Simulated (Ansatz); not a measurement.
# CdF2 (Fm-3m): band gap by G0W0 on PBE

Aim: the quasiparticle gap of CdF2 (Fm-3m), starting from PBE.

Calculated with Ansatz 0.2.0; PBE, then G0W0 on it, plane waves, PAW.

This is a report of a sequence of runs, with most program output left out.

In doubt: masses and optical values from hybrid runs of this build are listed as unsure (in some of the runs), which bears on the screening that GW takes from such a start.

### Step 1. Set-up

Symmetry: Fm-3m, No. 225, cubic system. Conventional cell: a = 5.388 Å, b = 5.388 Å, c = 5.388 Å, α = 90.00°, β = 90.00°, γ = 90.00°. Nearest to Cd lie 8 F at 2.33 Å. Nearest to F lie 4 Cd at 2.33 Å. Farther neighbours and most contacts between anions are not listed.

The cell and positions come from the Crystallography Open Database and are kept as given unless a step says otherwise.

### Step 2. The PBE band structure

Levels along a band path and on the mesh show where this functional puts the band edges.

This step: DFT, PBE, plane waves, PAW; PAW set soft_1.

The input, input.yaml:

```yaml
crystal:
  lattice:
    - [0.0, 2.694, 2.694]
    - [2.694, 0.0, 2.694]
    - [2.694, 2.694, 0.0]
  atoms:
    - { symbol: Cd, position: [0.0, 0.0, 0.0] }
    - { symbol: F, position: [0.25, 0.25, 0.25] }
    - { symbol: F, position: [0.75, 0.75, 0.75] }
kpoints:
  mp_grid: { grid: [8, 8, 8] }
  band_path:
    path:
      - [[0.0, 0.0, 0.0], [0.5, 0.0, 0.5], [0.625, 0.25, 0.625]]
      - [[0.375, 0.375, 0.75], [0.0, 0.0, 0.0], [0.5, 0.5, 0.5], [0.5, 0.25, 0.75], [0.5, 0.0, 0.5]]
    npoints: 10
hamiltonian:
  xc: pbe
  pseudopotentials: { kind: paw, azcp: { folder: soft_1 } }
scf:
  occupations: { method: fermi_dirac, width: 0.02 }
  n_extra_bands: 5
output:
  eigenvalues: true
  forces: true
  stress: true
```

Command:

```sh
> ansatz run input.yaml --threads 24 --pin off --max-ram 82944MiB --backend cuda --events-out ev --progress --plain --runs-dir out --devices 1 --max-vram 78GiB
```

It took 1.4 s on 1 × NVIDIA GB200 (shared by 2 runs) with 24 threads of Arm Neoverse V2, shared host; peak memory 1.1 GiB; 2.4 s of CPU time.

Numbers from this step:

- pressure: 5.468 GPa
- filled bands: 17
- gap: 3.099 eV
- valence top at: W
- conduction bottom at: Γ
- least direct gap: 3.596 eV

Over mesh and path the gap is 3.099 eV, from k = (0.500, 0.250, 0.750) to k = Γ. The least direct gap found is 3.596 eV, at k = Γ. The pressure in this cell is 5 GPa; the cell is kept.

The electronic bands at the labelled points (eV, zero at the top of the highest nominally filled band):

```csv
point,band 14,band 15,band 16,band 17,band 18,band 19,band 20,band 21
Γ,-0.98,-0.50,-0.50,-0.50,3.10,12.70,12.70,12.70
halfway,-1.84,-0.50,-0.32,-0.32,5.32,10.67,13.57,13.57
X,-2.95,-0.51,-0.09,-0.09,8.03,9.68,11.94,14.28
halfway,-2.69,-0.57,-0.23,-0.12,8.04,9.98,11.74,14.23
U,-2.31,-0.95,-0.35,-0.20,7.98,10.76,11.14,14.47
jump to K,-2.31,-0.95,-0.35,-0.20,7.98,10.76,11.14,14.47
halfway,-1.42,-1.14,-0.44,-0.41,5.61,10.66,13.10,13.96
Γ,-0.98,-0.50,-0.50,-0.50,3.10,12.70,12.70,12.70
halfway,-1.36,-1.12,-0.45,-0.45,4.98,10.82,13.53,13.53
L,-1.84,-1.84,-0.40,-0.40,7.20,9.16,14.51,14.51
halfway,-1.86,-1.49,-0.47,-0.24,7.57,9.84,12.96,13.95
W,-1.53,-1.53,-0.60,0.00,8.09,11.51,11.70,11.70
halfway,-2.49,-0.56,-0.54,-0.04,8.06,10.27,11.69,13.37
X,-2.95,-0.51,-0.09,-0.09,8.03,9.68,11.94,14.28
```

### Step 3. G0W0 on the 6×6×6 mesh

G0W0 replaces the xc potential by a self-energy built once from the orbitals of the start. Levels are corrected in the window of bands that the input names, at points of the mesh.

This step: G0W0 on PBE, plane waves, PAW; PAW set soft_1.

input.yaml, the sections that differ from step 2:

```yaml
kpoints:
  mp_grid: { grid: [6, 6, 6] }
scf:
  occupations: { method: fixed }
gw:
  n_empty_bands: 251
  ecut_chi: 200.0
  qp_bands: [v2, c2]
  qp_kpoints: band_edges
  screening: { model: contour_deformation }
# crystal, hamiltonian: as in step 2
# output: removed
```

The job ended after 6.4 s (1 × NVIDIA GB200 (shared by 2 runs) with 24 threads; peak memory 1.4 GiB; 26 s of CPU time).

This step gave:

* bands summed: 268
* RPA ε∞ on this mesh (eigenvalues): 2.760, 2.760, 2.760
* plane waves in the screening matrix: 259
* q-points in the mesh: 216
* G0W0 gap over the corrected points: 5.463 eV
* k of the valence top: 0.1667, -0.5, -0.3333
* k of the conduction bottom: 0, 0, 0
* starting gap on the mesh: 3.118 eV
* Z at the valence top: 0.7614
* Z at the conduction bottom: 0.8563
* least direct G0W0 gap over the corrected points: 6.121 eV

Over all 16 irreducible mesh points the G0W0 gap is 5.463 eV, from k = (0.167, -0.500, -0.333) to k = Γ. The PBE gap of this run on the mesh is 3.118 eV. The two states that bound the G0W0 gap lie that far apart at the start, so the correction of the gap is 5.463 − 3.118 = +2.345 eV. The start of this run differs from the step before in mesh (8×8×8 and 6×6×6).

Labels follow the order of the start: v1 is the top filled band, c1 the lowest empty one; levels that stay degenerate share a row, the window can cut a multiplet, doubted levels are not marked in this list, bands outside the window were not corrected, and the list may be a part of the corrected levels. Levels before and after the correction, in eV, zero at the valence-band top of each column:

```csv
,conduction bottom,valence top
Kohn-Sham,3.12,0.00
G0W0,5.46,0.00
```

```csv
,level,occupation,energy (eV)
Kohn-Sham,Γ v2-v1,2,-0.477
Kohn-Sham,Γ c1,0,3.118
Kohn-Sham,Γ c2,0,12.724
Kohn-Sham,(0.167 -0.5 -0.333) v2,2,-0.563
Kohn-Sham,(0.167 -0.5 -0.333) v1,2,0.000
Kohn-Sham,(0.167 -0.5 -0.333) c1,0,8.097
Kohn-Sham,(0.167 -0.5 -0.333) c2,0,10.701
G0W0,Γ v2-v1,2,-0.658
G0W0,Γ c1,0,5.463
G0W0,Γ c2,0,15.198
G0W0,(0.167 -0.5 -0.333) v2,2,-0.564
G0W0,(0.167 -0.5 -0.333) v1,2,0.000
G0W0,(0.167 -0.5 -0.333) c1,0,11.127
G0W0,(0.167 -0.5 -0.333) c2,0,13.305
```

The parts of the quasiparticle energy for the two states that bound the G0W0 gap, in eV on the run's own scale (QP = start + Σx + Σc − Vxc, with Σc at the quasiparticle energy):

```csv
edge,k,band,start,Σx,Σc,Vxc,Z,QP
valence top,"(0.167, -0.500, -0.333)",17,6.411,−33.499,5.787,−26.152,0.761,4.852
conduction bottom,Γ,18,9.529,−9.256,−3.717,−13.759,0.856,10.315
```

### Step 4. Spin-orbit coupling

This run has two-component orbitals with spin-orbit coupling.

This step: DFT, PBE with spin-orbit coupling, plane waves, PAW; PAW set soft_1.

The input, input.yaml:

```yaml
crystal:
  lattice:
    - [0.0, 2.694, 2.694]
    - [2.694, 0.0, 2.694]
    - [2.694, 2.694, 0.0]
  atoms:
    - { symbol: Cd, position: [0.0, 0.0, 0.0] }
    - { symbol: F, position: [0.25, 0.25, 0.25] }
    - { symbol: F, position: [0.75, 0.75, 0.75] }
kpoints:
  mp_grid: { grid: [8, 8, 8] }
  band_path:
    path:
      - [0.0, 0.0, 0.0]
      - [0.5, 0.0, 0.5]
      - [0.625, 0.25, 0.625]
      - [0.375, 0.375, 0.75]
      - [0.5, 0.5, 0.5]
      - [0.5, 0.25, 0.75]
    npoints: 1
hamiltonian:
  xc: pbe
  pseudopotentials: { kind: paw_fr, azcp: { folder: soft_1 } }
scf:
  occupations: { method: fixed }
  n_extra_bands: 10
magnetization:
  noncollinear: true
  spin_orbit: true
output:
  eigenvalues: true
  forces: true
  stress: true
```

Run time: 1.7 s. Hardware: 1 × NVIDIA GB200 (shared by 2 runs) with 24 threads; peak memory 1.1 GiB; 12 s of CPU time.

This step gave:

```yaml
pressure: 5.452 GPa
gap: 3.095 eV
valence_top_at: W
conduction_bottom_at: Γ
least_direct_gap: 3.510 eV
```

Over mesh and listed points the gap is 3.095 eV, from k = (0.500, 0.250, 0.750) to k = Γ. The least direct gap found is 3.510 eV, at k = Γ. The pressure in this cell is 5 GPa; the cell is kept. PBE+SOC against PBE: 3.095 − 3.099 = −0.004 eV, with the same mesh, set of files (read in its fully relativistic form for the spin-orbit run) and cutoff, and both edges at the same k points. The spin-orbit run sees mesh and listed points alone, so its gap is an upper bound: the coupling can move an edge off these points, and the change over the zone, its sign included where it is small, is not known.

### Step 5. Side by side

Each gap is the least one over the points named; times are wall times on shared hosts, not benchmarks. A G0W0 time includes the run's own self-consistent start. Runs with listed points see these and the mesh alone, so an edge that moves elsewhere is missed. Rows marked * are further runs, not shown as steps, whose inputs differ from the G0W0 step on the same start in the columns given; solver thresholds can differ too. Symmetry makes (0.500, 0.250, 0.750) and (0.250, -0.500, -0.250) one point.

```csv
level,mesh,"files, cutoff","bands summed, screening",points,gap (eV),valence top,conduction bottom,least direct gap (eV),time
PBE,8×8×8,"soft_1 PAW, 420 eV",-,mesh and path,3.099,"(0.500, 0.250, 0.750)",Γ,3.596,1.4 s
PBE+SOC,8×8×8,"soft_1 PAW, 420 eV",-,mesh and listed points,3.095,"(0.500, 0.250, 0.750)",Γ,3.510,1.7 s
G0W0@PBE*,6×6×6,"soft_1 PAW, 420 eV","58, 60 eV",all 16 irreducible mesh points,5.501,"(0.167, -0.500, -0.333)",Γ,6.170,3 s
G0W0@PBE*,6×6×6,"soft_1 PAW, 420 eV","133, 120 eV",all 16 irreducible mesh points,5.341,"(0.167, -0.500, -0.333)",Γ,6.020,4.8 s
G0W0@PBE,6×6×6,"soft_1 PAW, 420 eV","268, 200 eV",all 16 irreducible mesh points,5.463,"(0.167, -0.500, -0.333)",Γ,6.121,6.4 s
G0W0@PBE*,4×4×4,"soft_1 PAW, 420 eV","133, 120 eV",all 8 irreducible mesh points,5.326,"(0.250, -0.500, -0.250)",Γ,6.026,2 s
G0W0@PBE*,6×6×6,"soft_1 PAW, 420 eV","133, 120 eV, plasmon pole",all 16 irreducible mesh points,5.373,"(0.167, -0.500, -0.333)",Γ,6.075,4.5 s
```

### Step 6. Summary of results

```yaml
pbe_gap_over_mesh_and_path: 3.099 eV, from k = (0.500, 0.250, 0.750) to k = Γ
g0w0_pbe_gap_over_all_16_irreducible_mesh_points: 5.463 eV, from k = (0.167, -0.500, -0.333) to k = Γ
pbe_soc_gap_over_mesh_and_listed_points: 3.095 eV
gw_settings: 6×6×6 mesh, 251 empty bands, screening to 200 eV, PAW set soft_1 files
known_limits: finite bands, screening cutoff and k mesh; no spin-orbit coupling in G0W0; d shells not analysed
```

What this shows: Over all 16 irreducible mesh points the G0W0 gap is 5.463 eV, from k = (0.167, -0.500, -0.333) to k = Γ. The PBE gap of this run on the mesh is 3.118 eV. The two states that bound the G0W0 gap lie that far apart at the start, so the correction of the gap is 5.463 − 3.118 = +2.345 eV. The valence state moves by 4.852 − 6.411 = −1.559 eV and the conduction state by 10.315 − 9.529 = +0.786 eV, on the run's own scale; with 58 bands the edge states move by −1.394 and +0.989 eV, so the split between the edges depends on the bands and cutoff. Over mesh and path, PBE puts the valence top at k = (0.500, 0.250, 0.750), where no G0W0 correction was computed. The G0W0 gap over the whole zone is therefore not known from this run; at its settings it can only be equal to or under the 5.463 eV found, and no correction is carried over from another point. For the start itself the gap is 3.099 eV over mesh and path and 3.118 eV on the mesh of the G0W0 run, in runs that differ in mesh (8×8×8 and 6×6×6). From 58 bands and 60 eV to 268 bands and 200 eV the gap moves by 5.463 − 5.501 = −0.038 eV (rung by rung 5.501, 5.341, 5.463 eV); bands and screening cutoff rise together, so their parts are not told apart. The gap turns back along the series (5.501, 5.341, 5.463 eV), so no line is drawn and the limit is not known. With the 4×4×4 mesh in place of the 6×6×6 mesh and all else as in the G0W0@PBE row with 133 bands, the gap differs by 5.326 − 5.341 = −0.015 eV, and that of the start by 3.098 − 3.118 = −0.020 eV; an edge lies at another k point, so this need not be the shift of one pair of states. With the plasmon pole model in place of the contour deformation model and all else as in the G0W0@PBE row with 133 bands, the gap differs by 5.373 − 5.341 = +0.032 eV. G0W0 on other starts in this series, not shown as steps and not all at these settings: 6.486 eV on HSE06 (6×6×6, soft_1 PAW, 133 bands, 120 eV) and 5.337 eV on LDA (6×6×6, soft_1 PAW, 133 bands, 120 eV). PBE+SOC against PBE: 3.095 − 3.099 = −0.004 eV, with the same mesh, set of files (read in its fully relativistic form for the spin-orbit run) and cutoff, and both edges at the same k points. The spin-orbit run sees mesh and listed points alone, so its gap is an upper bound: the coupling can move an edge off these points, and the change over the zone, its sign included where it is small, is not known. What spin-orbit coupling does to the G0W0 levels was not computed, so no sum with the G0W0 gap is formed. The G0W0 runs are scalar-relativistic. One-shot GW is known to converge slowly in bands for compounds with shallow d shells. The cell holds Cd; the filling of the d shell and its place against the gap were not analysed here. G0W0@PBE runs of this series with other atomic data on the same mesh, not shown as steps, give 5.345 eV (hard PAW, 1050 eV, 133 bands, screening to 120 eV; the table's row with the same empty bands and screening cutoff has 5.341 eV); where bands and cutoffs differ too, the part of the files is not isolated.

[Paths, hosts, dates, memory and timing lines, banners, echoed tables and standing remarks are left out of the program output.]

[Logs are printed without paths, hosts, clocks, repeated set-up lines and the standing remarks that a program may print on its own settings, such as how far it seeks lower states.]

[Runs of the session that timed out or met a known fault of the program may be left out.]

[Cells called generated may have been cut or substituted from an entry of the Crystallography Open Database or the Materials Project.]

[Hosts, paths, dates, database ids (printed as entryN), source tags and the programs' standing remarks are cut or masked in the printed files.]

[Where an RPA ε∞ is given, it is that of the G0W0 mesh and is not shown converged in it. Names of k-points follow the symmetry that the program found, which can be lower than the space group named. Band edges on a path are those of the sampled points; other points can move an edge, and change direct to indirect where valleys lie close.]

[Hybrid gaps are those of their k-mesh and are not shown converged in it.]
